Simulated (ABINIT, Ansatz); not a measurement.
# KNaMg2F6 (P4/mmm): one start, several treatments of the self-energy, part 2 of 2

How much does the gap of KNaMg2F6 (P4/mmm) depend on the approximation to the self-energy?

ABINIT 10.8.3; LDA and many-body steps on it, plane waves. Known limits of the many-body steps: not at the basis limit; coarse k mesh.

So far. Step 5 (G0W0, Hybertsen-Louie plasmon pole): Against G0W0 in ABINIT (2×2×1 mesh, 125 bands, screening to 114.3 eV, Godby-Needs plasmon pole), the gap moves by +0.553 eV. Step 6 (G0W0, von der Linden-Horsch plasmon pole): Against G0W0 in ABINIT (2×2×1 mesh, 125 bands, screening to 114.3 eV, Godby-Needs plasmon pole), the gap moves by +0.222 eV.

### 7. One-shot Hartree-Fock

This step: one-shot Hartree-Fock on LDA, plane waves, norm-conserving pseudopotentials.

The input, run.abi:

```
acell 3*1.0 Angstrom
rprim 
  4.007581000000 0.000000000000 0.000000000000
  0.000000000000 4.007581000000 0.000000000000
  0.000000000000 0.000000000000 7.994870000000
ntypat 4
znucl 19 11 12 9
natom 10
typat 1 2 3 3 4 4 4 4 4 4
xred 
  0.500000000000 0.500000000000 0.500000000000
  0.500000000000 0.500000000000 0.000000000000
  0.000000000000 0.000000000000 0.246633000000
  0.000000000000 0.000000000000 0.753367000000
  0.500000000000 0.000000000000 0.243520000000
  0.500000000000 0.000000000000 0.756480000000
  0.000000000000 0.500000000000 0.756480000000
  0.000000000000 0.500000000000 0.243520000000
  0.000000000000 0.000000000000 0.000000000000
  0.000000000000 0.000000000000 0.500000000000
pp_dirpath "pseudos"
pseudos "K.upf, Na.upf, Mg.upf, F.upf"
ecut 38
ngkpt 2 2 1
nshiftk 1
shiftk 0 0 0
kptopt 1
chksymbreak 0
istwfk *1
occopt 1
irdwfk 1
optdriver 4
nband 44
gwcalctyp 5
ecutsigx 38
symsigma 1
nkptgw 2
kptgw 
  0.5000000000 0.5000000000 0.0000000000
  0.0000000000 0.0000000000 0.0000000000
bdgw 
  39 42
  38 42
ixc_sigma 40
fftgw 31
indata_prefix "in"
outdata_prefix "out"
tmpdata_prefix "tmp"
```

Started as:

```sh
OMP_NUM_THREADS=1 mpirun -n 4 abinit run.abi > log
```

Numbers of over 12 decimals in the logs are rounded to 6 here.

Log:

```text
.Version 10.8.3 of ABINIT. v10.8.2 released Aug 2026.

 Symmetries : space group P4/m m m (#123); Bravais tP (primitive tetrag.)
[... echo of the input left out ...]
== DATASET  1 ==================================================================
-   mpi_nproc: 4, omp_nthreads: 1 (-1 if OMP is not activated)

--- !DatasetInfo
iteration_state: {dtset: 1, }
dimensions: {natom: 10, nkpt: 3, mband: 44, nsppol: 1, nspinor: 1, nspden: 1, mpw: 9813, }
cutoff_energies: {ecut:  38.0, pawecutdg:  -1.0, }
[...]
Band     E0 <VxcDFT>   SigX SigC(E0)      Z dSigC/dE  Sig(E)    E-E0       E
[...]
41   5.571 -10.642  -5.593   0.000   1.000   0.000  -5.593   5.049  10.620
       42   8.512 -12.317  -6.986   0.000   1.000   0.000  -6.986   5.331  13.843

== END DATASET(S) ==============================================================
================================================================================

 -outvars: echo values of variables after computation  --------
           etotal      0.0000000000E+00
            nband          44
             nkpt           3
          spgroup         123
 [... the other variables as echoed above ...]

 Calculation completed.
```

Run time: 4.2 s. Hardware: 4 MPI ranks of AMD EPYC 9R45, shared host; peak memory 0.25 GiB.

Numbers from this step:

```
quasiparticle gap on the points computed              : 19.01 eV
starting gap on the mesh                              : 6.084 eV
k of the valence top                                  : 0.5, 0.5, 0
k of the conduction bottom                            : 0, 0, 0
least direct quasiparticle gap on the computed points : 19.35 eV
```

Against G0W0 in ABINIT (2×2×1 mesh, 125 bands, screening to 114.3 eV, Godby-Needs plasmon pole), the gap moves by +8.390 eV.

### 8. Screening, 2×2×1 mesh, 125 bands, screening to 114.3 eV

This step: RPA screening on LDA, plane waves, norm-conserving pseudopotentials.

run.abi, as its differences from that of step 7:

```diff
@@ -31,16 +31,14 @@
 irdwfk 1
-optdriver 4
-nband 44
-gwcalctyp 5
-ecutsigx 38
-symsigma 1
-nkptgw 2
-kptgw 
-  0.5000000000 0.5000000000 0.0000000000
-  0.0000000000 0.0000000000 0.0000000000
-bdgw 
-  39 42
-  38 42
-ixc_sigma 40
-fftgw 31
+optdriver 3
+nband 125
+ecuteps 4.2
+inclvkb 2
+awtr 1
+symchi 1
+gwcalctyp 2
+nfreqre 16
+freqremax 40 eV
+nfreqim 8
+spmeth 1
+nomegasf 120
 indata_prefix "in"
```

Log:

```text
.Version 10.8.3 of ABINIT. v10.8.2 released Aug 2026.

 Symmetries : space group P4/m m m (#123); Bravais tP (primitive tetrag.)
[... echo of the input left out ...]
== DATASET  1 ==================================================================
-   mpi_nproc: 4, omp_nthreads: 1 (-1 if OMP is not activated)

--- !DatasetInfo
iteration_state: {dtset: 1, }
dimensions: {natom: 10, nkpt: 3, mband: 125, nsppol: 1, nspinor: 1, nspden: 1, mpw: 9813, }
cutoff_energies: {ecut:  38.0, pawecutdg:  -1.0, }
electrons: {nelect:   8.00000000E+01, charge:   0.00000000E+00, occopt:   1.00000000E+00, tsmear:   1.00000000E-02, }

 SCREENING: Calculation of the susceptibility and dielectric matrices

 Based on a program developped by R.W. Godby, V. Olevano, G. Onida, and L. Reining.
 Incorporated in ABINIT by V. Olevano, G.-M. Rignanese, and M. Torrent.
.Using double precision arithmetic ; gwpc =  8

[... cell and pseudopotentials left out ...]
--------------------------------------------------------------------------------

 ==== K-mesh for the wavefunctions ====
 Number of points in the irreducible wedge :     3
[... list of points left out ...]
 Together with 16 symmetry operations and time-reversal symmetry
 yields     4 points in the full Brillouin Zone.

 ==== Q-mesh for the screening function ====
 Number of points in the irreducible wedge :     3
[... list of points left out ...]
 Together with 16 symmetry operations and time-reversal symmetry
 yields     4 points in the full Brillouin Zone.

 setmesh: FFT mesh size selected  =    27x   27x   60
          total number of points  =        43740

 vcoul_init : cutoff-mode = AUXILIARY_FUNCTION
 q-points for optical limit:   1
     1)      0.000010    0.000020    0.000030

- screening: taking advantage of time-reversal symmetry
- Maximum band index for partially occupied states nbvw = 40
- Remaining bands to be divided among processors   nbcw = 85
- Number of bands treated by each node ~21

 Number of electrons calculated from density =   80.0000; Expected =   80.0000
 average of density, n =  0.092325
 r_s =    1.3726
 omega_plasma =   29.3099 [eV]

 calculating chi0 at frequencies [eV] :
  1    0.000000E+00    0.000000E+00
  2    2.666667E+00    0.000000E+00
  3    5.333333E+00    0.000000E+00
[...]
23    0.000000E+00    7.464720E+01
 24    0.000000E+00    1.051041E+02

--------------------------------------------------------------------------------
  q-point number  1        q = ( 0.000000, 0.000000, 0.000000) [r.l.u.]
--------------------------------------------------------------------------------
[... chi0 elements left out ...]
  [... further frequencies ...]

 No. of calculated frequencies >  15, stop printing
 For q-point:  0.000010 0.000020 0.000030
  dielectric constant =   1.9983
  dielectric constant without local fields =   2.1111

  Average fulfillment of the sum rule on Im[epsilon] for q-point    1 :     33.79  [%]
[... wings left out ...]
  q-point number  2        q = ( 0.500000, 0.000000, 0.000000) [r.l.u.]
--------------------------------------------------------------------------------
[... chi0 elements left out ...]
  [... further frequencies ...]

 No. of calculated frequencies >  15, stop printing
  Average fulfillment of the sum rule on Im[epsilon] for q-point    2 :     35.70  [%]

 [... 1 further q-points ...]
```

Run time: 23 s. Hardware: 4 MPI ranks; peak memory 2.2 GiB.

This step gave:

- ε∞ with local fields, on this mesh, along the program's q direction: 1.998
- the same without local fields: 2.111
- plasma frequency: 29.31 eV
- plane waves in the screening matrix: 353

### 9. G0W0, contour deformation

This step: G0W0 on LDA, plane waves, norm-conserving pseudopotentials.

run.abi, as its differences from that of step 8:

```diff
@@ -31,14 +31,16 @@
 irdwfk 1
-optdriver 3
+optdriver 4
 nband 125
+gwcalctyp 2
+ecutsigx 38
+symsigma 1
+nkptgw 2
+kptgw 
+  0.5000000000 0.5000000000 0.0000000000
+  0.0000000000 0.0000000000 0.0000000000
+bdgw 
+  39 42
+  38 42
 ecuteps 4.2
-inclvkb 2
-awtr 1
-symchi 1
-gwcalctyp 2
-nfreqre 16
-freqremax 40 eV
-nfreqim 8
-spmeth 1
-nomegasf 120
+irdscr 1
 indata_prefix "in"
```

Log:

```text
.Version 10.8.3 of ABINIT. v10.8.2 released Aug 2026.

 Symmetries : space group P4/m m m (#123); Bravais tP (primitive tetrag.)
[... echo of the input left out ...]
== DATASET  1 ==================================================================
-   mpi_nproc: 4, omp_nthreads: 1 (-1 if OMP is not activated)

--- !DatasetInfo
iteration_state: {dtset: 1, }
dimensions: {natom: 10, nkpt: 3, mband: 125, nsppol: 1, nspinor: 1, nspden: 1, mpw: 9813, }
cutoff_energies: {ecut:  38.0, pawecutdg:  -1.0, }
[...]
Band     E0 <VxcDFT>   SigX SigC(E0)      Z dSigC/dE  Sig(E)    E-E0       E
[...]
42   8.512 -12.317  -6.986  -2.396   0.878  -0.138  -9.739   2.578  11.090
       42   0.000   0.000   0.000  -0.000   0.000   0.000  -0.000  -0.000  -0.000

== END DATASET(S) ==============================================================
================================================================================

 -outvars: echo values of variables after computation  --------
           etotal      0.0000000000E+00
            nband         125
             nkpt           3
          spgroup         123
 [... the other variables as echoed above ...]

 Calculation completed.
```

Wall time 7 s (4 MPI ranks); peak memory 1.3 GiB.

This step gave:

```yaml
g0w0_gap_on_the_points_computed: 10.59 eV
starting_gap_on_the_mesh: 6.084 eV
k_of_the_valence_top: 0.5, 0.5, 0
k_of_the_conduction_bottom: 0, 0, 0
least_direct_g0w0_gap_on_the_computed_points: 11.01 eV
```

Against G0W0 in ABINIT (2×2×1 mesh, 125 bands, screening to 114.3 eV, Godby-Needs plasmon pole), the gap moves by −0.038 eV.

### 10. Side by side

Times are wall times on 4 MPI ranks of AMD EPYC 9R45, shared host, good to a factor of about two. A run's time includes the screening step that it read.

```csv
run,mesh,bands,screening cutoff (eV),DFT gap (eV),gap on the mesh (eV),direct (eV),ε∞ used,time
"G0W0, Godby-Needs plasmon pole",2×2×1,125,114.3,6.084,10.624,11.047,1.99,28 s
"G0W0, Hybertsen-Louie plasmon pole",2×2×1,125,114.3,6.084,11.177,11.578,1.99,28 s
"G0W0, von der Linden-Horsch plasmon pole",2×2×1,125,114.3,6.084,10.846,11.280,1.99,26 s
one-shot Hartree-Fock,2×2×1,-,-,6.084,19.014,19.349,-,4.2 s
"G0W0, contour deformation",2×2×1,125,114.3,6.084,10.586,11.006,2.00,30 s
```

### 11. Outcome

```yaml
g0w0_godby_needs_plasmon_pole: 10.624 eV
g0w0_hybertsen_louie_plasmon_pole: 11.177 eV
g0w0_von_der_linden_horsch_plasmon_pole: 10.846 eV
one_shot_hartree_fock: 19.014 eV
g0w0_contour_deformation: 10.586 eV
known_limits: not at the basis limit; coarse k mesh
```

What this shows: G0W0, Hybertsen-Louie plasmon pole: +0.553 eV against G0W0, Godby-Needs plasmon pole. G0W0, von der Linden-Horsch plasmon pole: +0.222 eV against G0W0, Godby-Needs plasmon pole. One-shot Hartree-Fock: +8.390 eV against G0W0, Godby-Needs plasmon pole. G0W0, contour deformation: −0.038 eV against G0W0, Godby-Needs plasmon pole. Bare exchange alone opens the gap to 19.01 eV; against G0W0, correlation takes back 8.39 eV. Bands and cutoff are finite, so the gap is not at the basis limit. The miss can reach some tenths of an eV and take either sign; the mesh is an error of its own. In the first G0W0 run levels were corrected at 2 k points alone, so a gap called «on the mesh» is the least over those, and an edge elsewhere would be missed. The 2×2×1 mesh is coarse for this cell, which bears on the long-range parts of exchange and screening.

[Paths, hosts, dates, memory and timing lines, banners, echoed tables and standing remarks are left out of the program output.]

[Logs are printed without paths, hosts, clocks, repeated set-up lines and the standing remarks that a program may print on its own settings, such as how far it seeks lower states.]

[Runs of the session that timed out or met a known fault of the program may be left out.]

[No measured gap is set beside runs whose start may be inverted or whose files or cutoffs have a known fault.]

[Hosts, paths, dates, database ids (printed as entryN), source tags and the programs' standing remarks are cut or masked in the printed files.]

[G0W0 gaps are taken among the corrected bands and points alone; a level outside them can change the order at an edge.]

[Where Ansatz stands beside ABINIT at settings called matched, ABINIT's density can come from a denser mesh and the files from another edition; pairs whose starting gaps differed by over 0.03 eV were left out, so agreement reads better than it is.]
